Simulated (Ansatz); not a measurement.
# SrLiH3 (model cell, started as cubic perovskite with Sr in the octahedra): a soft mode frozen in

Aim: this structure of SrLiH3 (model cell, started as cubic perovskite with Sr in the octahedra) is to be tested for unstable modes, and one is followed downhill.

Program: Ansatz 0.2.0. Level of theory: DFT PBEsol, scalar-relativistic, plane waves, PAW; PAW set soft_1. Values are calculated unless marked as measured.

The structure was built from a prototype and need not be the compound's stable phase.

**1. The structure**

It takes space group Pm-3m (No. 221, cubic). The conventional cell has a = 4.592 Å, b = 4.592 Å, c = 4.592 Å, α = 90.00°, β = 90.00°, γ = 90.00°. Nearest to Li lie 12 H at 3.25 Å. Nearest to Sr lie 6 H at 2.30 Å. Nearest to H lie 2 Sr at 2.30 Å. Farther neighbours, and contacts between anions beyond the nearest, are not listed.

**2. Response at finite wavevector**

Stability and thermal properties need the whole zone. Linear response on a 4×4×4 q mesh gives force constants as far as a supercell of that size would, and the tensors from the zone-centre run are typed in so that the long-range dipole term is interpolated apart.

File input.yaml:

```yaml
crystal:
  lattice:
    - [4.5923518809, 0.0, 0.0]
    - [0.0, 4.5923518809, 0.0]
    - [0.0, 0.0, 4.5923518809]
  atoms:
    - { symbol: Li, position: [0.0, 0.0, 0.0] }
    - { symbol: Sr, position: [0.5, 0.5, 0.5] }
    - { symbol: H, position: [0.5, 0.5, 0.0] }
    - { symbol: H, position: [0.5, 0.0, 0.5] }
    - { symbol: H, position: [0.0, 0.5, 0.5] }
kpoints:
  mp_grid: { grid: [8, 8, 8] }
hamiltonian:
  xc: pbesol
  pseudopotentials: { kind: paw, azcp: { folder: soft_1 }, xc_functional: pbe }
scf:
  occupations: { method: fixed }
output:
  eigenvalues: true
phonons:
  method: dfpt
  qmesh: [4, 4, 4]
  temperatures: { t_max: 1000, t_step: 50 }
  qpath:
    path:
      - [[0.0, 0.0, 0.0], [0.0, 0.5, 0.0], [0.5, 0.5, 0.0], [0.0, 0.0, 0.0], [0.5, 0.5, 0.5], [0.0, 0.5, 0.0]]
      - [[0.5, 0.5, 0.5], [0.5, 0.5, 0.0]]
    npoints: 10
  non_analytic_term:
    high_frequency_dielectric_tensor: [[3.8413, 0.0, 0.0], [0.0, 3.8413, 0.0], [0.0, 0.0, 3.8413]]
    born_effective_charges:
      - { species: Li, tensor: [[1.4247, 0.0, 0.0], [0.0, 1.4247, 0.0], [0.0, 0.0, 1.4247]] }
      - { species: Sr, tensor: [[1.5962, 0.0, 0.0], [0.0, 1.5962, 0.0], [0.0, 0.0, 1.5962]] }
      - { species: H, tensor: [[-1.0174, 0.0, 0.0], [0.0, -1.0174, 0.0], [0.0, 0.0, -0.986]] }
      - { species: H, tensor: [[-1.0174, 0.0, 0.0], [0.0, -0.986, 0.0], [0.0, 0.0, -1.0174]] }
      - { species: H, tensor: [[-0.986, 0.0, 0.0], [0.0, -1.0174, 0.0], [0.0, 0.0, -1.0174]] }
    source: "zone-centre run at this cell"
```

The run is started by

```console
> ansatz run input.yaml --threads 8 --pin off --max-ram 16384MiB --backend cpu --events-out ev --progress --plain --runs-dir out
```

Standard output:

```text
Engine: ansatz 0.2.0, x86_64-unknown-linux-gnu
Pseudopotentials: kind: paw
Pseudopotential: Li, paw, valence charge 3, recommended cutoff 420 eV (normal), soft_1/Li.paw.azcp
Pseudopotential: Sr, paw, valence charge 10, recommended cutoff 420 eV (normal), soft_1/Sr.paw.azcp
Pseudopotential: H, paw, valence charge 1, recommended cutoff 420 eV (normal), soft_1/H.paw.azcp
Functional definition: PBEsol
  exchange = pbesol_x
  correlation = pbesol_c
Crystal: 5 atoms, lattice volume = 96.851 Å³
Basis set: ecut = 420 eV, 1863 PW (Γ), exchange–correlation on 64×64×64 points (8 copies of the dense FFT grid, shifted against one another)
Bands: 13, of which v1, the nominal top of the filled ones, is band 8 counted from 1 (7 counted from 0)
Symmetry: 48 space group operations
k-points: 35 of 512
Non-local potential: Li, projectors of the file, l = 0: 3, l = 1: 2, l = 2: 1
Non-local potential: Sr, projectors of the file, l = 0: 3, l = 1: 2, l = 2: 2
Non-local potential: H, projectors of the file, l = 0: 2, l = 1: 1
PAW form: soft (Blöchl's): semilocal exchange-correlation on the pseudo side does not see the compensation charge
PAW frozen core: Sr, regenerated for the run's functional, and the local potential with it (the file was generated under x = pbe(κ = 0.804, μ = 0.219515), c = pbe(β = 0.066725))
PAW one-centre angular grid: Li, 110 points (default); XC on 64 Gauss nodes
PAW one-centre angular grid: Sr, 110 points (default); XC on 64 Gauss nodes
PAW one-centre angular grid: H, 110 points (default); XC on 64 Gauss nodes
Initial density: superposition of atomic densities (chi_scale 0.1, normalization cell, long waves kept (reshape's long-wave potential 0.00 eV rms))
Initial wavefunctions: pseudopotential atomic-orbital guess
Functional: x = pbesol(κ = 0.804, μ = 0.123457), c = pbesol(β = 0.046)
SCF iter   1: F=—  HF=-3743.739632 eV  |F-HF|=—  |Δ(HF+E_count)|=         —  Δρ=5.12e-2  dr2=3.90e0  ethr=3.10e-3  ⟨swp⟩=5.8  Hψ=2712  notcnv=0  defer=47
preconditioner: auto → Resta (q_TF=auto, 2.021 Å⁻¹)  ε∞=2.8  [insulator: Δε(μ)=3.078 eV  Ē_g=6.814 eV  n_scr=18 (ndim 8)  ℏωp=9.2 eV  f_vac=0.000  ε∞_Penn≈2.8]
SCF iter   2: F=—  HF=-3742.616168 eV  |F-HF|=—  |Δ(HF+E_count)|=    1.12e0  Δρ=2.02e-2  dr2=8.79e-1  ethr=3.10e-3  ⟨swp⟩=2.4  Hψ=974  notcnv=0  defer=82
SCF iter   3: F=—  HF=-3742.338712 eV  |F-HF|=—  |Δ(HF+E_count)|=   2.77e-1  Δρ=4.52e-3  dr2=2.53e-2  ethr=3.10e-3  ⟨swp⟩=2.6  Hψ=676  notcnv=0  defer=84
SCF iter   4: F=—  HF=-3742.336237 eV  |F-HF|=—  |Δ(HF+E_count)|=   2.48e-3  Δρ=6.81e-4  dr2=1.30e-3  ethr=1.58e-4  ⟨swp⟩=3.1  Hψ=747  notcnv=0  defer=95
SCF iter   5: F=—  HF=-3742.336102 eV  |F-HF|=—  |Δ(HF+E_count)|=   1.35e-4  Δρ=2.07e-4  dr2=7.18e-5  ethr=8.11e-6  ⟨swp⟩=2.5  Hψ=659  notcnv=0  defer=93
SCF iter   6: F=—  HF=-3742.336107 eV  |F-HF|=—  |Δ(HF+E_count)|=   4.77e-6  Δρ=2.38e-5  dr2=6.60e-7  ethr=4.49e-7  ⟨swp⟩=2.0  Hψ=552  notcnv=0  defer=90
SCF iter   7: F=—  HF=-3742.336111 eV  |F-HF|=—  |Δ(HF+E_count)|=   4.70e-6  Δρ=6.12e-6  dr2=2.20e-8  ethr=4.13e-9  ⟨swp⟩=2.3  Hψ=697  notcnv=0  defer=87
SCF iter   8: F=—  HF=-3742.336111 eV  |F-HF|=—  |Δ(HF+E_count)|=   1.45e-9  Δρ=8.74e-7  dr2=4.14e-10  ethr=1.38e-10  ⟨swp⟩=2.3  Hψ=693  notcnv=0  defer=87
SCF iter   9: F=—  HF=-3742.336111 eV  |F-HF|=—  |Δ(HF+E_count)|=  1.18e-10  Δρ=1.59e-7  dr2=2.59e-11  ethr=2.59e-12  ⟨swp⟩=2.8  Hψ=749  notcnv=0  defer=87
SCF iter  10: F=-3742.336111 eV  HF=-3742.336111 eV  |F-HF|=9.09e-13  |Δ(HF+E_count)|=  1.18e-11  Δρ=3.32e-8  dr2=6.26e-13  ethr=1.00e-12  ⟨swp⟩=14.1  Hψ=3559  notcnv=0
SCF 1 converged in 10 iterations: F = -3742.336111 eV  dr2 = 6.26e-13
  greatest PAW one-centre occupation: 0.999 electrons in one spin orbital (limit 2), on the Li atom at site 0 (counted from 0), in its partial waves of l = 0
NSCF: frozen V_eff on 35 k-points
NSCF: frozen V_eff on 125 k-points
DFPT response loops at q = (0, 0, 0) (fractional): preconditioner auto → none (the input reference at scf.mixing.eps_inf says where Resta's filter doesn't serve); β = 0.50; Broyden in place of MSR1
NSCF: frozen V_eff on 400 k-points
DFPT response loops at q = (0, 0, 0.25) (fractional): preconditioner auto → Resta (q_TF=auto, 2.021 Å⁻¹)  ε∞=6.0 (no band partly filled); β = 1.00, the filter's whole step (`scf.mixing.beta` (0.50) is not read by the response loops at its default; to damp them type it under 1.00, their step now; it binds the ground state too); Broyden in place of MSR1
NSCF: frozen V_eff on 250 k-points
DFPT response loops at q = (0, 0, -0.5) (fractional): mixed as the last ones told, above
NSCF: frozen V_eff on 640 k-points
DFPT response loops at q = (0, 0.25, 0.25) (fractional): mixed as the last ones told, above
NSCF: frozen V_eff on 400 k-points
DFPT response loops at q = (0, 0.25, -0.5) (fractional): mixed as the last ones told, above
NSCF: frozen V_eff on 250 k-points
DFPT response loops at q = (0, -0.5, -0.5) (fractional): mixed as the last ones told, above
NSCF: frozen V_eff on 1024 k-points
DFPT response loops at q = (0.25, 0.25, 0.25) (fractional): mixed as the last ones told, above
NSCF: frozen V_eff on 640 k-points
DFPT response loops at q = (0.25, 0.25, -0.5) (fractional): mixed as the last ones told, above
NSCF: frozen V_eff on 400 k-points
DFPT response loops at q = (0.25, -0.5, -0.5) (fractional): mixed as the last ones told, above
NSCF: frozen V_eff on 250 k-points
DFPT response loops at q = (-0.5, -0.5, -0.5) (fractional): mixed as the last ones told, above
SCF converged after 10 iterations
Free energy (F): -3742.336111 eV
Harris-Foulkes:  -3742.336111 eV  (|F-HF|=9.09e-13)
Internal energy: -3742.336111 eV  (E = F + TS)
E sigma→0 (E₀):  -3742.336111 eV
Fermi energy:    0.738026 eV
--- Per-component energies (eV) ---
  E_band       = -243.462352
  E_kinetic    = 286.947527
  E_local      = -1053.219490  (includes V_loc(G=0)·N_el)
  E_nonlocal   = 216.412918
  E_hartree    = 283.489548
  E_xc         = -207.372334
  E_vxc        = -199.048531  (∫ρ·V_xc dr)
  E_paw        = -2664.141198  (= ΣΔE_a)
  E_vpaw       = -61.531470  (= ΣTr[D̂ρ^β])
  E_aug_tail   = -0.002412  (compensation charges beyond the density's cutoff)
  E_ewald      = -604.585018
  E_core_change = 0.134348  (= ΣΔE_core)
  E_smearing   = -0.000000  (= −TS)
  E_closure    = 0.000000  (closes the sum)
  Σ components = -3742.336111   (vs F -3742.336111, Δ=0.00e0)
--- Band table (eV; the first three rows and the last of 35) ---
  k-point 0: bands = [... 4 lower, -14.1250, -2.5123, -0.2674, -0.2674, 5.8806, 5.8806, 5.8806, 6.0263, ... 1 higher]
  k-point 1: bands = [... 4 lower, -14.1241, -2.4050, -0.2470, -0.2257, 5.1991, 5.7756, 5.7756, 6.6173, ... 1 higher]
  k-point 2: bands = [... 4 lower, -14.1221, -2.1250, -0.1966, -0.1523, 4.6703, 5.5500, 5.5500, 6.9602, ... 1 higher]
  k-point 34: bands = [... 4 lower, -14.2346, 0.7380, 0.7380, 0.7380, 3.0032, 3.0032, 3.0032, 5.1840, ... 1 higher]
--- Phonons (Γ-DFPT): 4 representative perturbations + reference (Σ response iterations 13) ---
  ASR residual: 4.126e-5 → 0.000e0 eV/Å²; symmetrization residual: 1.535e-7 eV/Å²
  ASR residual per site (eV/Å²): 4.96e-7 4.13e-5 7.34e-6 7.34e-6 7.34e-6
  Γ frequencies (cm⁻¹): -421.12 -421.12 -421.12 -419.01 -419.01 -419.01 0.00 0.00 0.00 241.57 241.57 241.57 1287.21 1287.21 1287.21
--- Phonons (arbitrary-q DFPT): 10 irreducible q on the 4×4×4 mesh ---
  q = [0.0000, 0.0000, 0.0000] (star 1, of the zone-centre solve; hermiticity 4.51e-8, symmetrization 1.10e-13): -421.12 -421.12 -421.12 -419.01 -419.01 -419.01 -0.00 -0.00 0.00 241.57 241.57 241.57 1287.21 1287.21 1287.21
  q = [0.0000, 0.0000, 0.2500] (star 6, 9 solved perturbations in 1560 linear systems a pass and spin channel, the states on 200 of 512 k-point pairs; hermiticity 8.69e-8, symmetrization 6.52e-14): -409.74 -409.74 -380.72 -380.72 -359.67 37.15 37.15 86.87 139.79 211.85 211.85 431.98 1286.85 1286.85 1351.29
  q = [0.0000, 0.0000, -0.5000] (star 3, 9 solved perturbations in 975 linear systems a pass and spin channel, the states on 125 of 512 k-point pairs; hermiticity 8.10e-8, symmetrization 4.15e-8): -396.83 -396.83 -346.99 -346.99 -295.08 71.30 71.30 115.64 161.84 174.44 174.44 452.35 1286.48 1286.48 1362.63
  q = [0.0000, 0.2500, 0.2500] (star 12, 9 solved perturbations in 2460 linear systems a pass and spin channel, the states on 320 of 512 k-point pairs; hermiticity 6.43e-8, symmetrization 2.33e-14): -478.14 -380.44 -370.62 -357.00 -308.48 37.05 88.19 96.70 171.66 216.97 307.44 451.07 1286.51 1296.26 1357.13
  q = [0.0000, 0.2500, -0.5000] (star 12, 15 solved perturbations on 200 of 512 k-point pairs; hermiticity 7.92e-8, symmetrization 5.82e-9): -495.16 -370.48 -340.79 -323.31 -319.46 68.22 94.91 102.03 120.89 305.34 321.36 472.63 1286.16 1299.07 1367.38
  q = [0.0000, -0.5000, -0.5000] (star 3, 9 solved perturbations in 975 linear systems a pass and spin channel, the states on 125 of 512 k-point pairs; hermiticity 5.47e-8, symmetrization 1.25e-9): -553.53 -361.66 -361.66 -282.15 -282.15 -136.41 64.15 123.99 123.99 378.49 378.49 488.24 1285.84 1306.65 1375.75
  q = [0.2500, 0.2500, 0.2500] (star 8, 4 solved perturbations in 1376 linear systems a pass and spin channel, the states on 512 of 512 k-point pairs; hermiticity 4.28e-8, symmetrization 5.30e-14): -491.81 -465.52 -465.52 -280.29 -280.29 -135.78 108.73 112.93 112.93 377.16 377.16 469.02 1295.73 1295.73 1362.99
  q = [0.2500, 0.2500, -0.5000] (star 12, 9 solved perturbations in 2460 linear systems a pass and spin channel, the states on 320 of 512 k-point pairs; hermiticity 1.21e-7, symmetrization 6.43e-8): -508.71 -478.74 -471.80 -294.20 -272.68 -173.14 109.92 118.21 146.65 416.65 426.41 491.12 1295.22 1300.40 1372.56
  q = [0.2500, -0.5000, -0.5000] (star 6, 9 solved perturbations in 1560 linear systems a pass and spin channel, the states on 200 of 512 k-point pairs; hermiticity 7.72e-8, symmetrization 4.02e-8): -556.65 -495.71 -495.71 -283.36 -283.36 -224.40 116.43 146.76 146.76 473.72 473.72 507.34 1296.70 1306.09 1380.84
  q = [-0.5000, -0.5000, -0.5000] (star 1, 4 solved perturbations in 350 linear systems a pass and spin channel, the states on 125 of 512 k-point pairs; hermiticity 5.76e-8, symmetrization 2.47e-8): -559.76 -559.76 -559.76 -280.45 -280.45 -280.45 149.25 149.25 149.25 522.64 522.64 522.64 1305.53 1305.53 1388.56
  sum rule: each row above includes the acoustic sum rule's correction from the zone centre's row sums; it moved no ω² by more than (1.41 cm⁻¹)²
  mesh force constants: q→R imaginary residual 8.35e-19; ASR residual 4.126e-5 → 0.000e0 eV/Å²; symmetrization residual 7.105e-15 eV/Å²
  interpolated dispersion: 63 rows × 15 modes
  density of states and harmonic sums: on the 16×16×16 q-mesh, interpolated from the force constants of a 4×4×4 supercell (with the dipole–dipole term of supplied tensors)
  largest difference from the sums on the solved wave vectors: F 1.22e-3 eV, S 4.67e-6 and C_V 2.72e-6 eV/K
  zero-point energy: 0.338391 eV/cell   skipped modes (ω ≤ 0): 917, of them read as no rigid motion or as one in doubt: 914 (5.555e0 modes/cell left out, lowest -559.76 cm⁻¹)   left out of the sums: 3.70e-1 of the cell's modes: C_V's classical limit lies that fraction below 3 k_B per atom; for a crystal, a wire or a layer, F and S can be off by more, and a phonons.interpolated_qmesh denser along its periods is the remedy for the sampling
```

Wall time 2.1 min (8 threads of Intel Xeon at 2.60GHz (Ice Lake), shared host); peak memory 1.5 GiB.

Read from the output:

| Quantity | Value |
| --- | --- |
| gap on the k-mesh | 1.663 eV |
| volume per atom | 19.37 Å³ |
| sum-rule residual before enforcement | 4.13e-5 eV/Å² |
| lowest frequency on the path | -559.8 cm⁻¹ |
| point group | m-3m |
| highest frequency on path, mesh or solved points | 1389 cm⁻¹ |
| highest optical mode at the zone centre (no LO-TO term) | 1287 cm⁻¹ |
| lowest optical zone-centre mode | -421.1 cm⁻¹ |
| lowest mode on the q mesh (acoustic modes at Γ apart) | -559.8 cm⁻¹ |

Frequencies (cm⁻¹) solved at each irreducible wavevector; negative means imaginary. Frequencies by wavevector, by row:

```
q in reciprocal lattice units  star  mode 1  mode 2  mode 3  mode 4  mode 13  mode 14  mode 15
                        0 0 0     1  -421.1  -421.1  -421.1    -419     1287     1287     1287
                     0 0 0.25     6  -409.7  -409.7  -380.7  -380.7     1287     1287     1351
                     0 0 -0.5     3  -396.8  -396.8    -347    -347     1286     1286     1363
                  0 0.25 0.25    12  -478.1  -380.4  -370.6    -357     1286     1296     1357
                  0 0.25 -0.5    12  -495.2  -370.5  -340.8  -323.3     1286     1299     1367
                  0 -0.5 -0.5     3  -553.5  -361.7  -361.7  -282.1     1286     1307     1376
               0.25 0.25 0.25     8  -491.8  -465.5  -465.5  -280.3     1296     1296     1363
               0.25 0.25 -0.5    12  -508.7  -478.7  -471.8  -294.2     1295     1300     1373
               0.25 -0.5 -0.5     6  -556.6  -495.7  -495.7  -283.4     1297     1306     1381
               -0.5 -0.5 -0.5     1  -559.8  -559.8  -559.8  -280.4     1306     1306     1389
```

Interpolated from a 4×4×4 q mesh, with the LO-TO term (at Γ the limit along the path). Phonon branches along the path, in cm⁻¹:

```
    point  branch 1  branch 2  branch 3  branch 4  branch 12  branch 13  branch 14  branch 15
        Γ      -421      -421      -421      -419        412       1287       1287       1341
  halfway      -410      -410      -381      -381        432       1287       1287       1351
        X      -397      -397      -347      -347        452       1286       1286       1363
  halfway      -495      -370      -341      -323        473       1286       1299       1367
        M      -554      -362      -362      -282        488       1286       1307       1376
  halfway      -478      -380      -371      -357        451       1286       1296       1357
        Γ      -421      -421      -421      -419        412       1287       1287       1341
  halfway      -492      -466      -466      -280        469       1296       1296       1363
        R      -560      -560      -560      -280        523       1306       1306       1389
  halfway      -509      -479      -472      -294        491       1295       1300       1373
        X      -397      -397      -347      -347        452       1286       1286       1363
jump to R      -560      -560      -560      -280        523       1306       1306       1389
  halfway      -557      -496      -496      -283        507       1297       1306       1381
        M      -554      -362      -362      -282        488       1286       1307       1376
```

Symmetry leaves 10 wavevectors to solve. The lowest mode among them, the acoustic zeros apart, lies at q = (-0.5, -0.5, -0.5) and is imaginary, 559.8i cm⁻¹, so the energy falls along it.

**3. The mode frozen in, largest atomic shift 0 Å**

The mode followed lies at q = (-0.5, -0.5, -0.5) with frequency 559.8i cm⁻¹ and is 3-fold degenerate, the softest among the wavevectors solved. At small amplitude the pattern taken leaves space group no. 140 by a symmetry search on the positions. The undistorted cell that holds it gives the zero of energy on the same k mesh.

System of this step: SrLiH3 (model cell, started as cubic perovskite with Sr in the octahedra). The structure is cubic, space group Pm-3m (No. 221). The conventional cell has a = 4.592 Å, b = 4.592 Å, c = 4.592 Å, α = 90.00°, β = 90.00°, γ = 90.00°. Nearest to Li lie 12 H at 3.25 Å. Nearest to Sr lie 6 H at 2.30 Å. H has 2 Sr at 2.30 Å nearest. Farther neighbours, and contacts between anions beyond the nearest, are not listed.

File input.yaml:

```yaml
crystal:
  lattice:
    - [4.5923518809, 4.5923518809, 0.0]
    - [4.5923518809, 0.0, 4.5923518809]
    - [4.5923518809, 0.0, -4.5923518809]
  atoms:
    - { symbol: Li, position: [0.0, 0.0, 0.0] }
    - { symbol: Li, position: [0.0, 0.5, 0.5] }
    - { symbol: Sr, position: [0.5, 0.25, 0.75] }
    - { symbol: Sr, position: [0.5, 0.75, 0.25] }
    - { symbol: H, position: [0.5, 0.0, 0.0] }
    - { symbol: H, position: [0.5, 0.5, 0.5] }
    - { symbol: H, position: [0.0, 0.5, 0.0] }
    - { symbol: H, position: [0.0, 0.0, 0.5] }
    - { symbol: H, position: [0.5, 0.0, 0.5] }
    - { symbol: H, position: [0.5, 0.5, 0.0] }
kpoints:
  mp_grid: { grid: [6, 6, 6] }
hamiltonian:
  xc: pbesol
  pseudopotentials: { kind: paw, azcp: { folder: soft_1 }, xc_functional: pbe }
scf:
  occupations: { method: gaussian, width: 0.02 }
output:
  forces: true
  stress: true
  eigenvalues: true
```

Standard output:

```text
[...]
Crystal: 10 atoms, lattice volume = 193.703 Å³
Basis set: ecut = 420 eV, 3767 PW (Γ), exchange–correlation on 90×90×90 points (8 copies of the dense FFT grid, shifted against one another)
Bands: 26, of which v1, the nominal top of the filled ones, is band 16 counted from 1 (15 counted from 0)
Symmetry: 96 space group operations
[...]
k-points: 16 of 216
[...]
k-point 0: bands = [... 12 lower, -0.2674, 0.7380, 0.7380, 0.7380, 3.0032, 3.0032, 3.0032, 5.1840, ... 4 higher]
  k-point 1: bands = [... 12 lower, -0.2224, 0.3545, 0.6306, 0.6306, 3.0902, 3.2039, 3.2039, 5.0230, ... 4 higher]
  k-point 2: bands = [... 12 lower, -0.0888, -0.0888, 0.3869, 0.3869, 3.2846, 3.7374, 3.7374, 4.2144, ... 4 higher]
  k-point 15: bands = [... 12 lower, -0.0960, -0.0281, 0.1301, 0.1768, 2.8316, 3.8214, 5.4355, 5.5828, ... 4 higher]
[key lines of the parts left out:]
SCF converged after 8 iterations
Free energy (F): -7484.672230 eV
Fermi energy:    1.569586 eV
P = ⅓ Tr σ = -0.0024 GPa (-0.024 kbar)
```

It took 0.87 s on 8 threads; peak memory 0.65 GiB.

Read from the output:

```yaml
pressure: -0.002369 GPa
energy_from_the_undistorted_cell: 0 meV/atom
```

At this level the gap is 1.66 eV on the k-mesh of the self-consistent run, which can miss the band edges.

(Continued in part 2 of 3.)

[Long decimals in the printed logs are rounded to 6 places.]

[Logs are printed without paths, hosts, clocks, repeated set-up lines and the standing remarks that a program may print on its own settings, such as how far it seeks lower states.]

[Hosts, paths, dates, database ids (printed as entryN), source tags and the programs' standing remarks are cut or masked in the printed files.]

[Where the starting crystal was built by hand or by swapping elements, it need not be the compound's stable phase.]
